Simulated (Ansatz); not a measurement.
# (KF)1(LiCl)2 [001] superlattice, started as rocksalt type: a soft mode frozen in, part 2 of 3

Which phase does (KF)1(LiCl)2 [001] superlattice, started as rocksalt type fall into along its unstable mode, and how much energy does it gain?

Ansatz 0.2.0; DFT PBE, scalar-relativistic, plane waves, PAW.

So far. Step 2 (Zone-centre response): Before it was imposed, the acoustic sum rule was missed by 4.1e-4 eV/Å² and the charge sum rule by 3.2e-5 e. Small misses are needed for a sound result but don't prove that mesh and cutoff are converged. The lowest optical mode is imaginary, 106.2i cm⁻¹, so the energy falls along it. Step 3 (The mode frozen in, largest atomic shift 0 Å): At this level the gap is 5.09 eV on the k-mesh of the self-consistent run, which can miss the band edges.

The structure was built from a prototype and need not be the compound's stable phase.

## (4) The mode frozen in, largest atomic shift 0.6 Å

The atoms are moved along the unstable eigenvector, the largest shift by 0.6 Å, with the cell fixed.

input.yaml

```yaml
crystal:
  lattice:
    - [2.5690737821, 2.5690737821, 0.0]
    - [-2.5690737821, 2.5690737821, 0.0]
    - [2.5690737821, 0.0, 9.0025597777]
  atoms:
    - { symbol: Cl, position: [0.8264571013, 0.1735428987, 0.3470857974] }
    - { symbol: Cl, position: [0.1817225765, 0.8182774235, 0.6365548471] }
    - { symbol: F, position: [0.4666761446, 0.5333238554, 0.0666477107] }
    - { symbol: K, position: [0.0006765473, -0.0006765473, -0.0013530946] }
    - { symbol: Li, position: [0.3390741538, 0.6609258462, 0.3218516923] }
    - { symbol: Li, position: [0.7065567701, 0.2934432299, 0.5868864599] }
kpoints:
  mp_grid: { grid: [8, 8, 8] }
hamiltonian:
  xc: pbe
scf:
  occupations: { method: gaussian, width: 0.02 }
output:
  forces: true
  stress: true
  eigenvalues: true
```

Command:

```console
$ ansatz run input.yaml --threads 4 --pin off --max-ram 14336MiB --backend cpu --events-out ev --progress --plain --runs-dir out
```

Numbers of over 12 decimals in the logs are rounded to 6 here.

The program printed:

```text
[...]
Crystal: 6 atoms, lattice volume = 118.836 Å³
Basis set: ecut = 420 eV, 2331 PW (Γ), exchange–correlation on 50×50×128 points (8 copies of the dense FFT grid, shifted against one another)
Bands: 24, of which v1, the nominal top of the filled ones, is band 18 counted from 1 (17 counted from 0)
Symmetry: 8 space group operations
[...]
k-point 0: bands = [... 14 lower, 0.5786, 0.5786, 0.7418, 0.7418, 6.2560, 8.4097, 9.1522, 9.5722, ... 1 higher]
  k-point 1: bands = [... 14 lower, 0.5776, 0.5776, 0.7421, 0.7421, 6.2973, 8.3100, 9.1422, 9.5028, ... 1 higher]
  k-point 2: bands = [... 14 lower, 0.5753, 0.5753, 0.7430, 0.7430, 6.4077, 8.0836, 9.1107, 9.4147, ... 1 higher]
  k-point 58: bands = [... 14 lower, 0.1749, 0.2452, 0.4794, 0.4794, 8.1901, 8.9812, 9.1355, 9.1355, ... 1 higher]
[key lines of the parts left out:]
SCF converged after 7 iterations
Free energy (F): -4924.310008 eV
Fermi energy:    3.508974 eV
P = ⅓ Tr σ = -0.0274 GPa (-0.274 kbar)
```

Elapsed: 3.1 s, on 4 threads of Arm Neoverse V2, shared host; peak memory 0.43 GiB.

This step gave:

- pressure: -0.02739 GPa
- gap on the k-mesh: 5.494 eV
- energy from the undistorted cell: -25.76 meV/atom

The energy, extrapolated to zero smearing, is -25.76 meV/atom against the undistorted cell.

The run ends at a pressure of -0.03 GPa, with forces up to 0.61 eV/Å.

## (5) Energy along the mode, all amplitudes (two of the runs are shown above)

An imaginary frequency means negative curvature, so the energy should fall and then rise again as anharmonic terms take over.

This step gave:

| Item | Value |
| --- | --- |
| depth at the lowest point sampled | 25.76 meV/atom |
| largest atomic shift at that point | 0.6 Å |

Energy from the parent against largest atomic shift:

```tsv
largest atomic shift (Å)	energy from the parent (meV/atom)
0.000	0
0.040	-0.147
0.080	-0.587
0.140	-1.78
0.220	-4.34
0.320	-8.92
0.450	-16.6
0.600	-25.8
```

Displacement at unit largest shift by atom:

```tsv
atom	x (Å)	y (Å)	z (Å)	size
Cl1	0.00	0.00	-0.12	0.12
Cl2	0.00	0.00	-0.12	0.12
F3	0.00	0.00	1.00	1.00
K4	0.00	0.00	-0.02	0.02
Li5	0.00	0.00	-0.69	0.69
Li6	0.00	0.00	-0.69	0.69
```

The lowest of the steps tried is the last one, at 0.6 Å, 25.8 meV/atom below the parent; the bottom of the well need not coincide with a step.

## (6) Relaxing from the distorted cell

Starting from the lowest point found, all atoms and the cell are let go, so that strain and other modes of the same symmetry can join in.

input.yaml, as its differences from that of step 4:

```diff
@@ -17,3 +17,3 @@
 scf:
-  occupations: { method: gaussian, width: 0.02 }
+  occupations: { method: fixed }
 output:
@@ -22 +22,6 @@
   eigenvalues: true
+relax:
+  adjacent_minimum: "off"
+  f_tol: 0.002
+  max_steps: 120
+  cell: { stress_tol: 0.03 }
```

The program printed:

```text
[...]
Crystal: 6 atoms, lattice volume = 118.836 Å³
Basis set: ecut = 420 eV, 2331 PW (Γ), exchange–correlation on 50×50×128 points (8 copies of the dense FFT grid, shifted against one another)
Bands: 24, of which v1, the nominal top of the filled ones, is band 18 counted from 1 (17 counted from 0)
Symmetry: 8 space group operations
[...]
k-points: 59 of 512 (time reversal used)
[...]
SCF iter   1: F=—  HF=-4924.314371 eV  |F-HF|=—  |Δ(HF+E_count)|=         —  Δρ=1.44e-3  dr2=8.63e-3  ethr=1.77e-3  ⟨swp⟩=4.9  Hψ=5774  notcnv=0  defer=222
[...]
SCF iter   7: F=-4924.310008 eV  HF=-4924.310008 eV  |F-HF|=1.84e-8  |Δ(HF+E_count)|=   2.47e-7  Δρ=3.17e-6  dr2=1.16e-8  ethr=2.78e-10  ⟨swp⟩=10.7  Hψ=7972  notcnv=0
SCF 1 converged in 7 iterations: F = -4924.310008 eV  dr2 = 1.16e-8
[...]
relax step   1: F+E_penalty+E_count = -4924.31000847 eV  Δ(F+E_penalty+E_count) = +0.000e0 eV  max|allowed force component| = 6.050e-1 eV/Å  Δτ_max = 0.0000 Å  P = -0.027 GPa  Ω = 118.836 Å³  (7 SCF iters, dr2 threshold 1.00e-7 eV, accepted)
Crystal: 6 atoms, lattice volume = 117.399 Å³
Basis set: ecut = 420 eV, 2281 PW (Γ), exchange–correlation on 50×50×128 points (8 copies of the dense FFT grid, shifted against one another)
[...]
iter 1 solved again at ethr=4.11e-4 eV; its pass at ethr=3.10e-3 eV (dr2=1.48e-1 eV) is discarded
[...]
SCF iter   7: F=-4924.413813 eV  HF=-4924.413813 eV  |F-HF|=8.09e-11  |Δ(HF+E_count)|=   7.68e-7  Δρ=8.90e-6  dr2=1.02e-7  ethr=1.67e-9  ⟨swp⟩=10.5  Hψ=8028  notcnv=0
SCF 2 converged in 7 iterations: F = -4924.413813 eV  dr2 = 1.02e-7
relax step   2: F+E_penalty+E_count = -4924.41381292 eV  Δ(F+E_penalty+E_count) = -1.038e-1 eV  max|allowed force component| = 5.142e-1 eV/Å  Δτ_max = 0.1428 Å  P = +0.316 GPa  Ω = 117.399 Å³  energy of the carried Pulay correction = +8.963e-4 eV  (7 SCF iters, dr2 threshold 6.00e-7 eV, accepted)
Crystal: 6 atoms, lattice volume = 116.056 Å³
Basis set: ecut = 420 eV, 2265 PW (Γ), exchange–correlation on 50×50×128 points (8 copies of the dense FFT grid, shifted against one another)
[...]
SCF iter   7: F=-4924.529967 eV  HF=-4924.529967 eV  |F-HF|=6.75e-8  |Δ(HF+E_count)|=   7.49e-7  Δρ=1.45e-5  dr2=2.53e-7  ethr=1.67e-9  ⟨swp⟩=9.8  Hψ=8171  notcnv=0
SCF 3 converged in 7 iterations: F = -4924.529967 eV  dr2 = 2.53e-7
[...]
relax step   3: F+E_penalty+E_count = -4924.52996689 eV  Δ(F+E_penalty+E_count) = -1.162e-1 eV  max|allowed force component| = 2.461e-1 eV/Å  Δτ_max = 0.1902 Å  P = +0.871 GPa  Ω = 116.056 Å³  energy of the carried Pulay correction = +1.744e-3 eV  (7 SCF iters, dr2 threshold 6.00e-7 eV, accepted)
[... from here on, the SCF cycles and remarks between the steps are left out ...]
relax step   4: F+E_penalty+E_count = -4924.54841480 eV  Δ(F+E_penalty+E_count) = -1.845e-2 eV  max|allowed force component| = 2.382e-1 eV/Å  Δτ_max = 0.1724 Å  P = +0.441 GPa  Ω = 116.618 Å³  energy of the carried Pulay correction = +1.388e-3 eV  (7 SCF iters, dr2 threshold 6.00e-7 eV, accepted)
relax step   5: F+E_penalty+E_count = -4924.56798410 eV  Δ(F+E_penalty+E_count) = -1.957e-2 eV  max|allowed force component| = 7.232e-2 eV/Å  Δτ_max = 0.0667 Å  P = +0.150 GPa  Ω = 118.113 Å³  energy of the carried Pulay correction = +4.494e-4 eV  (6 SCF iters, dr2 threshold 6.00e-7 eV, accepted)
relax step   6: F+E_penalty+E_count = -4924.56739264 eV  Δ(F+E_penalty+E_count) = +5.915e-4 eV  max|allowed force component| = 8.284e-2 eV/Å  Δτ_max = 0.0330 Å  P = -0.283 GPa  Ω = 120.138 Å³  energy of the carried Pulay correction = -8.022e-4 eV  (6 SCF iters, dr2 threshold 6.00e-7 eV, accepted)
relax step   7: F+E_penalty+E_count = -4924.57127660 eV  Δ(F+E_penalty+E_count) = -3.884e-3 eV  max|allowed force component| = 1.397e-2 eV/Å  Δτ_max = 0.0224 Å  P = -0.041 GPa  Ω = 119.064 Å³  energy of the carried Pulay correction = -1.411e-4 eV  (6 SCF iters, dr2 threshold 4.29e-7 eV, accepted)
relax step   8: F+E_penalty+E_count = -4924.57144117 eV  Δ(F+E_penalty+E_count) = -1.646e-4 eV  max|allowed force component| = 1.451e-2 eV/Å  Δτ_max = 0.0054 Å  P = -0.009 GPa  Ω = 118.850 Å³  energy of the carried Pulay correction = -8.633e-6 eV  (6 SCF iters, dr2 threshold 1.22e-8 eV, accepted)
relax step   9: F+E_penalty+E_count = -4924.57147250 eV  Δ(F+E_penalty+E_count) = -3.133e-5 eV  max|allowed force component| = 8.357e-4 eV/Å  Δτ_max = 0.0024 Å  P = +0.001 GPa  Ω = 118.849 Å³  energy of the carried Pulay correction = -8.145e-6 eV  (5 SCF iters, dr2 threshold 1.32e-8 eV, accepted)
relax step  10: F+E_penalty+E_count = -4924.57215492 eV  Δ(F+E_penalty+E_count) = -6.824e-4 eV  max|allowed force component| = 8.634e-4 eV/Å  Δτ_max = 0.0000 Å  P = +0.010 GPa  Ω = 118.849 Å³  stress off target by 5.98e-2 GPa  SCF on the basis re-selected at this cell (its energy is not comparable with the rows above)  (7 SCF iters)
relax step  11: F+E_penalty+E_count = -4924.57214367 eV  Δ(F+E_penalty+E_count) = +1.125e-5 eV  max|allowed force component| = 1.052e-3 eV/Å  Δτ_max = 0.0019 Å  P = -0.002 GPa  Ω = 118.930 Å³  energy of the carried Pulay correction = -4.979e-5 eV  (5 SCF iters, dr2 threshold 8.93e-9 eV, accepted)
[...]
SCF iter   6: F=-4924.572189 eV  HF=-4924.572189 eV  |F-HF|=1.02e-10  |Δ(HF+E_count)|=   2.68e-9  Δρ=1.02e-7  dr2=8.99e-12  ethr=1.00e-12  ⟨swp⟩=12.0  Hψ=9130  notcnv=0
SCF 12 converged in 6 iterations: F = -4924.572189 eV  dr2 = 8.99e-12
relax step  12: F+E_penalty+E_count = -4924.57218919 eV  Δ(F+E_penalty+E_count) = -4.552e-5 eV  max|allowed force component| = 1.053e-3 eV/Å  Δτ_max = 0.0000 Å  P = -0.001 GPa  Ω = 118.930 Å³  stress off target by 1.23e-2 GPa  SCF on the basis re-selected at this cell (its energy is not comparable with the rows above)  (6 SCF iters)
[...]
SCF converged after 6 iterations
Free energy (F): -4924.572189 eV
[...]
Internal energy: -4924.572189 eV  (E = F + TS)
E sigma→0 (E₀):  -4924.572189 eV
Fermi energy:    1.102190 eV
[...]
--- Forces (eV/Å), atoms counted from 1 ---
  atom   1  Cl     0.00000000     0.00000000     0.00018081
  atom   2  Cl    -0.00000000     0.00000000    -0.00102617
  atom   3  F      0.00000000     0.00000000    -0.00012880
  atom   4  K     -0.00000000     0.00000000    -0.00045255
  atom   5  Li     0.00000000     0.00000000     0.00105259
  atom   6  Li     0.00000000     0.00000000     0.00036987
  max |Σ_I F_I| component: 4.25e-6 eV/Å
--- Stress (GPa, compression-positive) ---
       -0.008277      -0.000000       0.000000
       -0.000000      -0.008277      -0.000000
        0.000000      -0.000000       0.012273
  P = ⅓ Tr σ = -0.0014 GPa (-0.014 kbar)
--- Band table (eV; the first three rows and the last of 59) ---
  k-point 0: bands = [... 14 lower, 0.6263, 0.6263, 0.9144, 0.9144, 6.2770, 8.2139, 8.9369, 9.1440, ... 2 higher]
  k-point 1: bands = [... 14 lower, 0.6265, 0.6265, 0.9140, 0.9140, 6.3198, 8.1228, 8.9636, 9.1374, ... 2 higher]
  k-point 2: bands = [... 14 lower, 0.6270, 0.6270, 0.9131, 0.9131, 6.4344, 7.9189, 8.9981, 9.1221, ... 2 higher]
  k-point 58: bands = [... 14 lower, -0.1988, -0.1988, 0.1465, 0.5754, 8.1667, 8.7161, 9.0092, 9.0092, ... 2 higher]
--- Relaxed structure (10 steps of the walk, 10 accepted, 2 SCFs on fresh bases) ---
  F+E_penalty+E_count = -4924.57218919 eV   max|allowed force component| = 1.053e-3 eV/Å   (the final SCF, on the basis selected at the relaxed cell)
  cell:  # Å, volume = 118.9303 Å³
    - [2.534433, 2.534433, 0]
    - [-2.534433, 2.534433, 0]
    - [2.534433, 0, 9.257650]
  atoms:
    - { symbol: Cl, position: [0.829418, 0.170582, 0.341165] }
    - { symbol: Cl, position: [0.168728, 0.831272, 0.662543] }
    - { symbol: F, position: [0.460938, 0.539062, 0.078123] }
    - { symbol: K, position: [-0.000855191, 0.000855191, 0.00171038] }
    - { symbol: Li, position: [0.361945, 0.638055, 0.276110] }
    - { symbol: Li, position: [0.700989, 0.299011, 0.598021] }
```

Wall time 43 s (4 threads); peak memory 0.48 GiB.

Step by step:

```tsv
step	energy less that of the first step (eV)	largest force component (eV/Å)	pressure (GPa)	volume (Å³)
1	0.0000	0.6050	-0.03	118.84
2	-0.1038	0.5142	0.32	117.40
3	-0.2200	0.2461	0.87	116.06
4	-0.2384	0.2382	0.44	116.62
5	-0.2580	0.0723	0.15	118.11
6	-0.2574	0.0828	-0.28	120.14
7	-0.2613	0.0140	-0.04	119.06
8	-0.2614	0.0145	-0.01	118.85
9	-0.2615	0.0008	0.00	118.85
10*	-0.2621	0.0009	0.01	118.85
11	-0.2621	0.0011	0.00	118.93
12*	-0.2622	0.0011	0.00	118.93
```

Relaxation steps marked * repeat the geometry before them on a plane-wave basis chosen anew for their cell, so energy and pressure can jump there.

Forces are held to the 8 operations that the run works with; a distortion that breaks them can't arise in this run.

```tsv
conventional cell, symmetrised	before	after	change
a (Å)	3.633	3.584	-1.3 %
b (Å)	3.633	3.584	-1.3 %
c (Å)	18.005	18.515	+2.8 %
volume (Å³/atom)	19.81	19.82	+0.1 %
```

The atoms that moved most (Å, as changes of fractional coordinates times the final cell):

```tsv
atom	dx	dy	dz	length
Li5	0.000	0.000	-0.423	0.423
Cl2	0.000	0.000	0.241	0.241
F3	0.000	0.000	0.106	0.106
Li6	0.000	0.000	0.103	0.103
Cl1	0.000	0.000	-0.055	0.055
K4	0.000	0.000	0.028	0.028
```

This step gave:

```
pressure          : -0.001427 GPa
gap on the k-mesh : 5.175 eV
volume per atom   : 19.82 Å³
```

The distorted start has space group I4mm; the relaxation ends in I4mm.

## (7) The new phase in its own primitive cell

The relaxed structure is symmetrised, reduced to its primitive cell and relaxed tightly, as its phonons need.

input.yaml

```yaml
crystal:
  lattice:
    - [-1.7921147802, 1.7921147802, 9.2576495798]
    - [1.7921147802, -1.7921147802, 9.2576495798]
    - [1.7921147802, 1.7921147802, -9.2576495798]
  atoms:
    - { symbol: Cl, position: [0.1705822557, 0.1705822557, 0.0] }
    - { symbol: Cl, position: [0.8312717159, 0.8312717159, 0.0] }
    - { symbol: F, position: [0.5390616613, 0.5390616613, 0.0] }
    - { symbol: K, position: [0.0008551908, 0.0008551908, 0.0] }
    - { symbol: Li, position: [0.6380552382, 0.6380552382, 0.0] }
    - { symbol: Li, position: [0.2990106446, 0.2990106446, 0.0] }
kpoints:
  mp_grid: { grid: [8, 8, 8] }
hamiltonian:
  xc: pbe
scf:
  occupations: { method: fixed }
output:
  forces: true
  stress: true
  eigenvalues: true
relax:
  adjacent_minimum: "off"
  f_tol: 0.001
  max_steps: 60
  cell: { stress_tol: 0.01 }
```

The program printed:

```text
[...]
cell:  # Å, volume = 118.9280 Å³
    - [-1.791895, 1.791895, 9.259748]
    - [1.791895, -1.791895, 9.259748]
    - [1.791895, 1.791895, -9.259748]
  atoms:
    - { symbol: Cl, position: [0.170590, 0.170590, 0] }
    - { symbol: Cl, position: [0.831250, 0.831250, 0] }
    - { symbol: F, position: [0.539089, 0.539089, 0] }
    - { symbol: K, position: [0.000850347, 0.000850347, 0] }
    - { symbol: Li, position: [0.638066, 0.638066, 0] }
    - { symbol: Li, position: [0.298992, 0.298992, 0] }
[key lines of the parts left out:]
SCF converged after 7 iterations
Free energy (F): -4924.572193 eV
Fermi energy:    1.103160 eV
P = ⅓ Tr σ = -0.0004 GPa (-0.004 kbar)
```

It took 14 s on 4 threads; peak memory 0.48 GiB; 56 s of CPU time.

Little changed from the start: no atom moved by 0.005 Å and no cell edge by 0.1 %.

This step gave:

| Quantity | Value |
| --- | --- |
| pressure | -4.30e-4 GPa |
| gap on the k-mesh | 5.173 eV |
| direct gap on mesh | 5.361 eV |

The largest force component left is 0.94 meV/Å and the pressure is 0.000 GPa, within the tolerances set. The cell now holds 19.82 Å³/atom.

(Part 2 of 3 ends here.)

[Logs are printed without paths, hosts, clocks, repeated set-up lines and the standing remarks that a program may print on its own settings, such as how far it seeks lower states.]

[Hosts, paths, dates, database ids (printed as entryN), source tags and the programs' standing remarks are cut or masked in the printed files.]
